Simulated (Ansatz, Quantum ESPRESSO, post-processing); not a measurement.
# Al2SSe, 1 layer in an electric field, part 2 of 2

How does Al2SSe, 1 layer respond to a gate-like field without added charge?

Quantum ESPRESSO 7.5; plane-wave DFT, PBE, GBRV ultrasoft pseudopotentials; geometry and cross-check by Ansatz 0.2.0 with PAW datasets.

So far. Step 13 (Band structure: field 0.3 V/Å): Along this path the valence top lies between K and Γ and the conduction bottom at M. Step 14 (Valence density): The density integrates to 18.000 electrons, as the 18 of the input ask.

## Step 16: Charge moved by a field of 0.2 V/Å

Read from the output:

| Quantity | Value |
| --- | --- |
| largest charge moved across a plane | 0.001101 e/Å² |
| dipole step | -1.304 eV |

Table of planar mean by z:

```
z (Å)  planar mean (e/Å³)
  2.0              2.6e-8
  2.5              7.7e-8
  3.0              2.3e-7
  3.5              6.9e-7
  4.0              2.1e-6
  4.5              6.2e-6
  5.0              1.8e-5
  5.5              5.0e-5
  6.0              1.3e-4
  6.5              3.1e-4
  7.0              6.1e-4
  7.5              6.8e-4
  8.0              2.4e-4
  8.5              1.3e-4
  9.0             -5.5e-5
  9.5             -3.4e-4
 10.0              8.4e-6
 10.5              1.9e-4
 11.0             -1.1e-4
 11.5             -1.9e-4
 12.0              2.0e-4
 12.5              1.7e-4
 13.0             -1.3e-4
 13.5             -3.1e-4
 14.0             -7.1e-4
 14.5             -5.6e-4
 15.0             -2.6e-4
 15.5             -1.0e-4
 16.0             -3.5e-5
 16.5             -1.1e-5
 17.0             -3.5e-6
 17.5             -1.1e-6
 18.0             -3.2e-7
 18.5             -9.5e-8
 19.0             -3.0e-8
```

The running integral, electrons below z oscillates, so the rows of the table below give means over windows of 1 Å about each position, cut where the curve ends. Its maxima inside the range that stand out by 2 % of the span (Å: e/Å²): 8.8: 0.00110, 10.7: 0.00100, 12.6: 0.00106. Its minima: 9.9: 8.9e-4, 11.6: 8.8e-4.

Table of running integral, electrons below z by z; means over each step:

| z (Å) | running integral, electrons below z (e/Å²) |
| --- | --- |
| 2 | 1.7e-8 |
| 3 | 1.5e-7 |
| 4 | 1.3e-6 |
| 5 | 1.1e-5 |
| 6 | 8.5e-5 |
| 7 | 4.5e-4 |
| 8 | 9.7e-4 |
| 9 | 0.00106 |
| 10 | 9.2e-4 |
| 11 | 9.7e-4 |
| 12 | 9.4e-4 |
| 13 | 0.00102 |
| 14 | 6.3e-4 |
| 15 | 1.4e-4 |
| 16 | 1.7e-5 |
| 17 | 1.6e-6 |
| 18 | 1.4e-7 |
| 19 | 1.3e-8 |

## Step 17: Polarisability from the dipole between 0 and 0.1 V/A

Read from the output:

* change of slope in the vacuum: 0.10000 eV/Å
* polarisability a cell: 6.083 Å³
* sheet polarisability 4πα/A: 6.526 Å

Change of the potential energy, second field less first against z:

| z (Å) | change of the potential energy, second field less first (eV) |
| --- | --- |
| 0.0 | -0.368 |
| 0.5 | -0.692 |
| 1.0 | -0.642 |
| 1.5 | -0.592 |
| 2.0 | -0.542 |
| 2.5 | -0.492 |
| 3.0 | -0.442 |
| 3.5 | -0.392 |
| 4.0 | -0.342 |
| 4.5 | -0.292 |
| 5.0 | -0.242 |
| 5.5 | -0.192 |
| 6.0 | -0.144 |
| 6.5 | -0.0992 |
| 7.0 | -0.0613 |
| 7.5 | -0.0368 |
| 8.0 | -0.0265 |
| 8.5 | -0.0229 |
| 9.0 | -0.0223 |
| 9.5 | -0.0201 |
| 10.0 | -0.0117 |
| 10.5 | -0.00343 |
| 11.0 | 0.00153 |
| 11.5 | 0.00851 |
| 12.0 | 0.0185 |
| 12.5 | 0.0244 |
| 13.0 | 0.0268 |
| 13.5 | 0.0318 |
| 14.0 | 0.0445 |
| 14.5 | 0.0718 |
| 15.0 | 0.112 |
| 15.5 | 0.158 |
| 16.0 | 0.207 |
| 16.5 | 0.256 |
| 17.0 | 0.306 |
| 17.5 | 0.356 |
| 18.0 | 0.406 |
| 18.5 | 0.456 |
| 19.0 | 0.506 |
| 19.5 | 0.556 |
| 20.0 | 0.606 |
| 20.5 | 0.656 |
| 21.0 | 0.371 |

## Step 18: Dipole against field

Dipole along the normal, dipole moment against applied field:

| applied field (V/Å) | dipole along the normal, dipole moment (e·Å) |
| --- | --- |
| 0.000 | -0.00498 |
| 0.100 | 0.0373 |
| 0.200 | 0.0795 |
| 0.300 | 0.122 |

## Step 19: The same in Ansatz: field 0.1 V/Å

As a check, the same structure is run in Ansatz.

Level of this step: plane-wave DFT, PBE, Ansatz PAW (Ansatz 0.2.0).

input.yaml reads:

```yaml
crystal:
  lattice:
    - [3.6776837488, 0.0, 0.0]
    - [-1.8388418744, 3.1849675536, 0.0]
    - [0.0, 0.0, 21.4508750197]
  atoms:
    - { symbol: Se, position: [0.3333333333, 0.6666666667, 0.389503771] }
    - { symbol: Al, position: [0.0, 0.0, 0.4458661514] }
    - { symbol: Al, position: [0.0, 0.0, 0.5666571906] }
    - { symbol: S, position: [0.3333333333, 0.6666666667, 0.6142592529] }
kpoints:
  mp_grid: { grid: [12, 12, 1] }
hamiltonian:
  xc: pbe
scf:
  occupations: { method: fermi_dirac, width: 0.054 }
  convergence: { dr2_threshold: 1.0e-09 }
efield:
  axis: 3
  dipole_correction: true
  ramp_position: 0.97
  ramp_width: 0.04
  amplitude: 0.1
output:
  write_potential: true
  write_density: true
  volumetric_format: npy
```

Started as:

```
> ansatz run input.yaml --threads 4 --pin off --max-ram 8192MiB --backend cpu --events-out ev --progress --plain --runs-dir out
```

Run time: 2.4 s. Hardware: 4 threads of Intel Xeon Platinum 8488C (Sapphire Rapids), shared host; peak memory 0.55 GiB.

This step gave:

- free energy: -7449.2998 eV
- Fermi energy: -0.9504 eV
- gap by band count: 2.041 eV
- dipole along the normal: 0.03747 e·Å

At 0.1 V/Å Ansatz's dipole is 0.0375 e Å against 0.0373 from pw.x.

## Step 20: The same in Ansatz: field -0.1 V/Å

input.yaml is the input of step 19 with these lines changed:

```diff
@@ -22,3 +22,3 @@
   ramp_width: 0.04
-  amplitude: 0.1
+  amplitude: -0.1
 output:
```

Elapsed: 2.3 s, on 4 threads; peak memory 0.52 GiB.

Read from the output:

| Property | Result |
| --- | --- |
| free energy | -7449.3007 eV |
| Fermi energy | -0.9796 eV |
| gap by band count | 2.032 eV |
| dipole along the normal | -0.04691 e·Å |

## Step 21: Dipole against field, Ansatz

Table of dipole along the normal, dipole moment by applied field:

| applied field (V/Å) | dipole along the normal, dipole moment (e·Å) |
| --- | --- |
| -0.1000 | -0.0469 |
| 0.0000 | -0.00469 |
| 0.1000 | 0.0375 |

## Step 22: SCF with pw.x, with smearing = mp, degauss = 0.005 and eopreg = 0.02

A sensitivity test on the input.

Level of this step: plane-wave DFT, PBE, GBRV ultrasoft pseudopotentials (Quantum ESPRESSO 7.5).

f1.w0.in reads:

```
&control
  prefix = 'f1.w0'
  outdir = './out'
  pseudo_dir = './pseudo'
  calculation = 'scf'
  tprnfor = .true.
  tefield = .true.
  dipfield = .true.
/
&system
  ibrav = 0
  nat = 4
  ntyp = 3
  ecutwfc = 40
  ecutrho = 200
  occupations = 'smearing'
  smearing = 'mp'
  degauss = 0.005
  edir = 3
  emaxpos = 0.97
  eopreg = 0.02
  eamp = 0.00194469
/
&electrons
  conv_thr = 1e-09
  mixing_beta = 0.4
  electron_maxstep = 120
  mixing_mode = 'plain'
/
ATOMIC_SPECIES
  Se  78.9710  se_pbe_v1.uspp.F.UPF
  Al  26.9815  al_pbe_v1.uspp.F.UPF
  S   32.0600  s_pbe_v1.4.uspp.F.UPF
CELL_PARAMETERS angstrom
  3.67768374882588 -0.00000000000000 -0.00000000000000
  -1.83884187441294 3.18496755356840 -0.00000000000000
  -0.00000000000000 -0.00000000000000 21.45087501970000
ATOMIC_POSITIONS crystal
  Se  0.333333333333 0.666666666667 0.389503771012
  Al  -0.000000000000 -0.000000000000 0.445866151416
  Al  0.000000000000 -0.000000000000 0.566657190638
  S   0.333333333333 0.666666666667 0.614259252935
K_POINTS automatic
  12 12 1 0 0 0
```

Started as:

```
> OMP_NUM_THREADS=1 mpirun -n 4 pw.x -nk 4 -in f1.w0.in > f1.w0.out
```

Wall time 44 s (4 MPI ranks); peak memory 0.67 GiB; 2.9 min of CPU time.

Beside the run it was changed from:

| quantity | this run | unchanged run | difference |
| --- | --- | --- | --- |
| dipole along the normal (e·Å) | 0.03727 | 0.03727 | 0 |
| free energy (eV) | -1106.785 | -1106.785 | 0 |
| wall time (s) | 44 | 33 |  |
| SCF iterations | 14 | 8 |  |

The free energy moves by +0 meV an atom.

This run starts from superposed atoms, the unchanged one from a saved density, so their iteration counts don't compare.

The physical values in this table stay within 0.05 %.

## Step 23: Self-consistent run, with no tefield

One more run, with a changed input.

f1.bad.in reads:

```
&control
  prefix = 'f1.bad'
  outdir = './out'
  pseudo_dir = './pseudo'
  calculation = 'scf'
  tprnfor = .true.
  dipfield = .true.
/
&system
  ibrav = 0
  nat = 4
  ntyp = 3
  ecutwfc = 40
  ecutrho = 200
  occupations = 'smearing'
  smearing = 'fd'
  degauss = 0.004
  edir = 3
  emaxpos = 0.97
  eopreg = 0.04
  eamp = 0.00194469
/
&electrons
  conv_thr = 1e-09
  mixing_beta = 0.4
  electron_maxstep = 60
  mixing_mode = 'plain'
/
ATOMIC_SPECIES
  Se  78.9710  se_pbe_v1.uspp.F.UPF
  Al  26.9815  al_pbe_v1.uspp.F.UPF
  S   32.0600  s_pbe_v1.4.uspp.F.UPF
CELL_PARAMETERS angstrom
  3.67768374882588 -0.00000000000000 -0.00000000000000
  -1.83884187441294 3.18496755356840 -0.00000000000000
  -0.00000000000000 -0.00000000000000 21.45087501970000
ATOMIC_POSITIONS crystal
  Se  0.333333333333 0.666666666667 0.389503771012
  Al  -0.000000000000 -0.000000000000 0.445866151416
  Al  0.000000000000 -0.000000000000 0.566657190638
  S   0.333333333333 0.666666666667 0.614259252935
K_POINTS automatic
  12 12 1 0 0 0
```

Started as:

```
> OMP_NUM_THREADS=1 mpirun -n 4 pw.x -nk 4 -in f1.bad.in > f1.bad.out
```

It took 16 s on 4 MPI ranks; peak memory 0.48 GiB.

Residual by cycle:

cycle, log10 residual and a bar from the least value:
```
        1       -0.9 ##############################
        2       -1.6 ############################
        3       -2.1 ##########################
        4       -3.0 #######################
        5       -3.8 ####################
        6       -4.6 #################
        7       -5.3 ###############
        8       -6.7 ###########
        9       -7.5 ########
       10       -8.2 #####
       11       -8.6 ####
       12       -9.9
```

The setting was moved on purpose (tefield left out, which switches off the field and the dipole correction alike), yet the run converged, and its energy lies within 1 meV an atom of the base run's, at the same geometry.

Beside the run it was changed from:

```csv
quantity,this run,unchanged run,difference
free energy (eV),-1106.783,-1106.785,0.0016
wall time (s),16,33,
SCF iterations,12,8,
```

The free energy moves by +0.4 meV an atom.

This run starts from superposed atoms, the unchanged one from a saved density, so their iteration counts don't compare.

## Step 24: By hand

α = Δp/E = (0.03727 − (-0.00498)) e Å / 0.1 V/Å = 0.4224 e Å²/V; times e/(4πε₀) = 14.40 V Å this is 6.083 Å³. With A = 11.713 Å², 4πα/A = 6.526 Å.

## Step 25: Outcome

```json
{
 "polarisability along the normal, a cell": "6.08 Å³",
 "sheet polarisability 4πα/A": "6.53 Å",
 "dipole without a field": "-0.005 e·Å",
 "Kohn-Sham ionisation potential, upper face": "6.04 eV",
 "gap along the path at 0 V/Å": "2.05 eV",
 "gap along the path at 0.2 V/Å": "2.06 eV",
 "gap along the path at 0.3 V/Å": "2.06 eV"
}
```

What this shows: The sheet answers a field with a polarisability of 6.08 Å³ a cell, or 4πα/A = 6.53 Å (PBE, GBRV ultrasoft). In pw.x the dipole follows the field linearly over the range tried. A perfect conductor 6.53 Å thick would screen alike; the outer atoms lie 4.82 Å apart. At 0.1 V/Å the sheet takes 0.653 eV off the potential drop. At 0.2 V/Å the gap along the path is unchanged within 0.01 eV. Quantum ESPRESSO and Ansatz give 6.083 and 6.075 Å³ for the polarisability (pw.x from 0 and 0.1 V/Å, Ansatz from ±0.1 V/Å), which agree. The ions stay at their zero-field places, so this is the electrons' response alone. Semilocal gaps are too small, and in strong fields empty levels can belong to the vacuum. Spin-orbit coupling is left out; depending on the atoms that carry the levels of interest, it can split and shift them by tens to hundreds of meV.

[Logs are printed without paths, hosts, clocks, repeated set-up lines and the standing remarks that a program may print on its own settings, such as how far it seeks lower states.]

[Hosts, paths, dates, database ids (printed as entryN), source tags and the programs' standing remarks are cut or masked in the printed files.]

[Maps of the electrostatic potential energy from Ansatz leave out the sawtooth potential of an applied field or a dipole correction, so their vacuum need not be flat; planar profiles and work functions include it.]
